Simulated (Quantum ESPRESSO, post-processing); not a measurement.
# CaO(001): a series in the number of layers, part 5 of 12

What law, if any, do the results for CaO(001) follow against the number of layers?

Quantum ESPRESSO 7.5; plane-wave DFT, PBE, GBRV ultrasoft pseudopotentials.

So far. Step 2 (Relaxing cell and ions of the reference):  The last row is no step: it is a fresh SCF in the final cell with a new plane-wave basis, +0 meV from the row before. Step 4 (Relaxing the ions, 3 layers): The relaxation lowers the energy by 2 meV an atom.

### 7. Self-consistent run, 3 layers: field 0.1 V/Å

The same atoms in a field; the change of the dipole measures the screening.

File m0.f1.in:

```
&control
  prefix = 'm0.f1'
  outdir = './out'
  pseudo_dir = './pseudo'
  calculation = 'scf'
  tprnfor = .true.
  tefield = .true.
  dipfield = .true.
/
&system
  ibrav = 0
  nat = 6
  ntyp = 2
  ecutwfc = 40
  ecutrho = 200
  occupations = 'fixed'
  edir = 3
  emaxpos = 0.97
  eopreg = 0.04
  eamp = 0.00194469
  nbnd = 28
/
&electrons
  conv_thr = 1e-09
  mixing_beta = 0.4
  electron_maxstep = 120
  mixing_mode = 'plain'
  startingpot = 'file'
/
ATOMIC_SPECIES
  Ca  40.0780  ca_pbe_v1.uspp.F.UPF
  O   15.9990  o_pbe_v1.2.uspp.F.UPF
CELL_PARAMETERS angstrom
  3.41506535100000 0.00000000000000 0.00000000000000
  0.00000000000000 3.41506535100000 0.00000000000000
  0.00000000000000 0.00000000000000 20.79532417249587
ATOMIC_POSITIONS crystal
  Ca  0.000000000000 0.000000000000 0.385546590000
  O   0.500000000000 0.500000000000 0.386160542900
  Ca  0.500000000000 0.500000000000 0.500000000000
  O   0.000000000000 0.000000000000 0.500000000000
  Ca  0.000000000000 0.000000000000 0.614453410000
  O   0.500000000000 0.500000000000 0.613839457100
K_POINTS automatic
  4 4 1 0 0 0
```

Launch:

```sh
$ cp -r out/m0.f0.save out/m0.f1.save
$ OMP_NUM_THREADS=1 mpirun -n 4 pw.x -nk 1 -in m0.f1.in > m0.f1.out
```

What it wrote:

```text
[banner, memory and clock lines left out]
Program PWSCF v.7.5 starts
[citation notice left out]

[...]
bravais-lattice index     =            0
     lattice parameter (alat)  =       6.4535  a.u.
     unit-cell volume          =    1636.6670 (a.u.)^3
     number of atoms/cell      =            6
     number of atomic types    =            2
     number of electrons       =        48.00
     number of Kohn-Sham states=           28
     kinetic-energy cutoff     =      40.0000  Ry
     charge density cutoff     =     200.0000  Ry
     scf convergence threshold =      1.0E-09
     mixing beta               =       0.4000
     number of iterations used =            8  plain     mixing
     Exchange-correlation= SLA  PW   PBE  PBE
                           (   1   4   3   4   0   0   0)

[...]
PseudoPot. # 1 for Ca read from file:
     ./pseudo/ca_pbe_v1.uspp.F.UPF
     Pseudo is Ultrasoft + core correction, Zval = 10.0
     Generated by new atomic code, or converted to UPF format
     Using radial grid of  845 points,  6 beta functions with:
                l(1) =   0
                l(2) =   0
                l(3) =   1
                l(4) =   1
                l(5) =   2
                l(6) =   2
     Q(r) pseudized with  8 coefficients,  rinner =    1.500   1.500   1.500
                                                       1.500   1.500

     PseudoPot. # 2 for O  read from file:
     ./pseudo/o_pbe_v1.2.uspp.F.UPF
     Pseudo is Ultrasoft + core correction, Zval =  6.0
     Generated by new atomic code, or converted to UPF format
     Using radial grid of  737 points,  5 beta functions with:
                l(1) =   0
                l(2) =   0
                l(3) =   1
                l(4) =   1
                l(5) =   2
     Q(r) pseudized with  8 coefficients,  rinner =    0.900   0.900   0.900
                                                       0.900   0.900

     atomic species   valence    mass     pseudopotential
     Ca               10.00    40.07800     Ca( 1.00)
     O                 6.00    15.99900     O ( 1.00)

     No symmetry found

[...]
number of k points=    10
[...]
Dense  grid:    78329 G-vectors     FFT dimensions: (  30,  30, 180)

     Smooth grid:    55763 G-vectors     FFT dimensions: (  25,  25, 160)

     Check: negative core charge=   -0.000001

     The initial density is read from file :
     ./out/m0.f1.save/charge-density

     negative rho (up, down):  2.533E-04 0.000E+00

     Adding external electric field

     Computed dipole along edir(3) :
        Dipole               -0.0000 Ry au,         -0.0000 Debye
        Dipole field         -0.0000 Ry au,

        E field amplitude [Ha a.u.]:  1.9447E-03
        Potential amp.        0.1467 Ry
        Total length         37.7256 bohr

     Starting wfcs are   42 randomized atomic wfcs

     per-process dynamical memory:    27.5 Mb

     Self-consistent Calculation

     iteration #  1     ecut=    40.00 Ry     beta= 0.40
     Davidson diagonalization with overlap
     ethr =  1.00E-05,  avg # of iterations = 15.5

     negative rho (up, down):  2.515E-04 0.000E+00

     Adding external electric field

     Computed dipole along edir(3) :
        Dipole                0.1124 Ry au,          0.2857 Debye
        Dipole field          0.0009 Ry au,

        E field amplitude [Ha a.u.]:  1.9447E-03
        Potential amp.        0.0816 Ry
        Total length         37.7256 bohr

     total energy              =    -322.47124302 Ry
     estimated scf accuracy    <       0.00167344 Ry

     iteration #  2     ecut=    40.00 Ry     beta= 0.40
[...]
negative rho (up, down):  2.518E-04 0.000E+00

[...]
Dipole                0.0760 Ry au,          0.1931 Debye
[...]
E field amplitude [Ha a.u.]:  1.9447E-03
[...]
total energy              =    -322.47180489 Ry
     estimated scf accuracy    <       0.00052376 Ry

     iteration #  3     ecut=    40.00 Ry     beta= 0.40
[...]
negative rho (up, down):  2.521E-04 0.000E+00

[...]
Dipole                0.0732 Ry au,          0.1860 Debye
[...]
E field amplitude [Ha a.u.]:  1.9447E-03
[...]
total energy              =    -322.47188338 Ry
     estimated scf accuracy    <       0.00000818 Ry

     iteration #  4     ecut=    40.00 Ry     beta= 0.40
[...]
negative rho (up, down):  2.523E-04 0.000E+00

[...]
Dipole                0.0762 Ry au,          0.1937 Debye
[...]
E field amplitude [Ha a.u.]:  1.9447E-03
[...]
total energy              =    -322.47188736 Ry
     estimated scf accuracy    <       0.00000185 Ry

     iteration #  5     ecut=    40.00 Ry     beta= 0.40
[...]
negative rho (up, down):  2.525E-04 0.000E+00

[...]
Dipole                0.0764 Ry au,          0.1941 Debye
[...]
E field amplitude [Ha a.u.]:  1.9447E-03
[...]
total energy              =    -322.47188781 Ry
     estimated scf accuracy    <       0.00000020 Ry

     iteration #  6     ecut=    40.00 Ry     beta= 0.40
[...]
negative rho (up, down):  2.525E-04 0.000E+00

[...]
Dipole                0.0762 Ry au,          0.1937 Debye
[...]
E field amplitude [Ha a.u.]:  1.9447E-03
[...]
total energy              =    -322.47188782 Ry
     estimated scf accuracy    <       0.00000003 Ry

     iteration #  7     ecut=    40.00 Ry     beta= 0.40
[...]
negative rho (up, down):  2.526E-04 0.000E+00

[...]
Dipole                0.0763 Ry au,          0.1940 Debye
[...]
E field amplitude [Ha a.u.]:  1.9447E-03
[...]
total energy              =    -322.47188783 Ry
     estimated scf accuracy    <       0.00000002 Ry

     iteration #  8     ecut=    40.00 Ry     beta= 0.40
[...]
negative rho (up, down):  2.526E-04 0.000E+00

[...]
Dipole                0.0765 Ry au,          0.1943 Debye
[...]
E field amplitude [Ha a.u.]:  1.9447E-03
[...]
total energy              =    -322.47188783 Ry
     estimated scf accuracy    <          2.0E-09 Ry

     iteration #  9     ecut=    40.00 Ry     beta= 0.40
[...]
negative rho (up, down):  2.526E-04 0.000E+00

[...]
Dipole                0.0764 Ry au,          0.1943 Debye
[...]
E field amplitude [Ha a.u.]:  1.9447E-03
[...]
total energy              =    -322.47188783 Ry
     estimated scf accuracy    <          2.0E-09 Ry

     iteration # 10     ecut=    40.00 Ry     beta= 0.40
[...]
negative rho (up, down):  2.526E-04 0.000E+00

[...]
Dipole                0.0764 Ry au,          0.1941 Debye
[...]
E field amplitude [Ha a.u.]:  1.9447E-03
[...]
End of self-consistent calculation

          k = 0.0000 0.0000 0.0000 (  7071 PWs)   bands (ev):

   -38.1806 -38.0817 -37.5111 -19.4600 -19.3619 -19.0431 -19.0431 -18.9434
   -18.9434 -18.6876 -18.4662 -18.4662 -15.2954 -15.0221 -14.7791  -1.5056
    -1.1043  -0.4600  -0.4135  -0.4135  -0.0599  -0.0599   0.1006   0.1006
     2.7747   3.2780   3.8337   3.8683

          k = 0.0000 0.2500 0.0000 (  7009 PWs)   bands (ev):

   -38.1643 -38.0653 -37.4962 -19.5116 -19.4219 -19.3112 -19.2621 -19.0140
   -18.9143 -18.7209 -18.5881 -18.4440 -14.9074 -14.6931 -14.4663  -1.7013
    -1.6439  -1.0588  -0.9271  -0.8411  -0.8244  -0.5492  -0.4485  -0.4134
     3.5425   3.9932   4.6379   5.2667

[...]
highest occupied, lowest unoccupied level (ev):     0.1006    2.7747

!    total energy              =    -322.47188783 Ry
     estimated scf accuracy    <          2.3E-10 Ry

     The total energy is the sum of the following terms:
     one-electron contribution =   -2130.63807083 Ry
     hartree contribution      =    1075.06235185 Ry
     xc contribution           =     -58.01801704 Ry
     ewald contribution        =     791.12210043 Ry
     electric field correction =      -0.00025224 Ry

     convergence has been achieved in  10 iterations

     negative rho (up, down):  2.526E-04 0.000E+00

     Forces acting on atoms (cartesian axes, Ry/au):

     atom    1 type  1   force =    -0.00000013    0.00000005    0.00212528
     atom    2 type  2   force =     0.00000007   -0.00000002   -0.00215475
     atom    3 type  1   force =     0.00000000   -0.00000005    0.00225472
     atom    4 type  2   force =     0.00000002    0.00000001   -0.00222372
     atom    5 type  1   force =     0.00000001   -0.00000000    0.00217389
     atom    6 type  2   force =     0.00000003    0.00000002   -0.00217542

     Total force =     0.005352     Total SCF correction =     0.000085

[...]
```

Wall time 13 s (4 MPI ranks of Arm Neoverse V1, shared host); peak memory 0.38 GiB; 52 s of CPU time.

Read from the output:

- free energy: -4387.4535 eV
- dipole along the normal: 0.04041 e·Å
- valence top, on the run's zero: 0.1006 eV
- conduction bottom, on the run's zero: 2.775 eV
- gap by band count: 2.674 eV

### 8. Potential by pp.x, 3 layers

File m0.f1.pot.in:

```
&inputpp
  prefix = 'm0.f1'
  outdir = './out'
  filplot = 'm0.f1.pot.dat'
  plot_num = 11
/
```

Launch:

```sh
$ OMP_NUM_THREADS=1 mpirun -n 4 pp.x -in m0.f1.pot.in > m0.f1.pot.out
```

What it wrote:

```text
[banner, memory and clock lines left out]
Program POST-PROC v.7.5 starts
[citation notice left out]

[...]
./out/m0.f1.save/

[...]
negative rho (up, down):  2.526E-04 0.000E+00

     Adding external electric field

     Computed dipole along edir(3) :
        Dipole                0.0764 Ry au,          0.1941 Debye
        Dipole field          0.0006 Ry au,

        E field amplitude [Ha a.u.]:  1.9447E-03
        Potential amp.        0.1025 Ry
        Total length         37.7256 bohr

     Calling punch_plot, plot_num =  11

     Adding external electric field

     Computed dipole along edir(3) :
        Dipole                0.0764 Ry au,          0.1941 Debye
        Dipole field          0.0006 Ry au,

        E field amplitude [Ha a.u.]:  1.9447E-03
        Potential amp.        0.1025 Ry
        Total length         37.7256 bohr

     Writing data to file  m0.f1.pot.dat
     Message from routine chdens:
     namelist plot not found or invalid, exiting
```

Run time: 0.95 s. Hardware: 4 MPI ranks; peak memory 0.1 GiB.

Read from the output:

* slope of the potential above: 0.1001 eV/Å
* upper vacuum line continued to the top atoms, over the valence top: 3.955 eV
* slope of the potential below: 0.09981 eV/Å
* lower vacuum line continued to the bottom atoms, over the valence top: 4.106 eV

Electrostatic potential energy of an electron, with the sawtooth; zero at the highest filled level of the SCF mesh. Table of potential energy, planar mean by z:

| z (Å) | potential energy, planar mean (eV) |
| --- | --- |
| 0.0 | 3.67 |
| 0.5 | 3.36 |
| 1.0 | 3.41 |
| 1.5 | 3.46 |
| 2.0 | 3.51 |
| 2.5 | 3.56 |
| 3.0 | 3.61 |
| 3.5 | 3.65 |
| 4.0 | 3.70 |
| 4.5 | 3.75 |
| 5.0 | 3.79 |
| 5.5 | 3.81 |
| 6.0 | 3.75 |
| 6.5 | 3.45 |
| 7.0 | 2.19 |
| 7.5 | -4.38 |
| 8.0 | -15.6 |
| 8.5 | -5.65 |
| 9.0 | 1.62 |
| 9.5 | 1.19 |
| 10.0 | -7.83 |
| 10.5 | -15.0 |
| 11.0 | -2.59 |
| 11.5 | 2.01 |
| 12.0 | 0.168 |
| 12.5 | -11.4 |
| 13.0 | -12.4 |
| 13.5 | -0.285 |
| 14.0 | 3.10 |
| 14.5 | 3.85 |
| 15.0 | 4.10 |
| 15.5 | 4.20 |
| 16.0 | 4.27 |
| 16.5 | 4.33 |
| 17.0 | 4.38 |
| 17.5 | 4.43 |
| 18.0 | 4.48 |
| 18.5 | 4.53 |
| 19.0 | 4.58 |
| 19.5 | 4.63 |
| 20.0 | 4.68 |
| 20.5 | 4.15 |

The slope in the vacuum is 0.100 eV/Å for an applied 0.10 V/Å, as it should be.

### 9. Response between 0 and 0.1 V/A, ions held, 3 layers

The polarisability follows from the two dipoles.

This step gave:

```
change of slope in the vacuum : 0.09996 eV/Å
polarisability a cell         : 5.822 Å³
sheet polarisability 4πα/A    : 6.273 Å
```

The change of the potential energy, second field less first by z:

| z (Å) | change of the potential energy, second field less first (eV) |
| --- | --- |
| 0.0 | -0.361 |
| 0.5 | -0.674 |
| 1.0 | -0.624 |
| 1.5 | -0.574 |
| 2.0 | -0.524 |
| 2.5 | -0.474 |
| 3.0 | -0.424 |
| 3.5 | -0.374 |
| 4.0 | -0.325 |
| 4.5 | -0.275 |
| 5.0 | -0.226 |
| 5.5 | -0.179 |
| 6.0 | -0.135 |
| 6.5 | -0.0983 |
| 7.0 | -0.0720 |
| 7.5 | -0.0593 |
| 8.0 | -0.0531 |
| 8.5 | -0.0486 |
| 9.0 | -0.0363 |
| 9.5 | -0.0178 |
| 10.0 | -0.00521 |
| 10.5 | 0.00131 |
| 11.0 | 0.00906 |
| 11.5 | 0.0253 |
| 12.0 | 0.0427 |
| 12.5 | 0.0508 |
| 13.0 | 0.0561 |
| 13.5 | 0.0637 |
| 14.0 | 0.0827 |
| 14.5 | 0.115 |
| 15.0 | 0.156 |
| 15.5 | 0.202 |
| 16.0 | 0.250 |
| 16.5 | 0.299 |
| 17.0 | 0.349 |
| 17.5 | 0.399 |
| 18.0 | 0.449 |
| 18.5 | 0.499 |
| 19.0 | 0.549 |
| 19.5 | 0.599 |
| 20.0 | 0.649 |
| 20.5 | 0.125 |

[end of part 5 of 12]

[Logs are printed without paths, hosts, clocks, repeated set-up lines and the standing remarks that a program may print on its own settings, such as how far it seeks lower states.]

[Hosts, paths, dates, database ids (printed as entryN), source tags and the programs' standing remarks are cut or masked in the printed files.]

[Maps of the electrostatic potential energy from Ansatz leave out the sawtooth potential of an applied field or a dipole correction, so their vacuum need not be flat; planar profiles and work functions include it.]
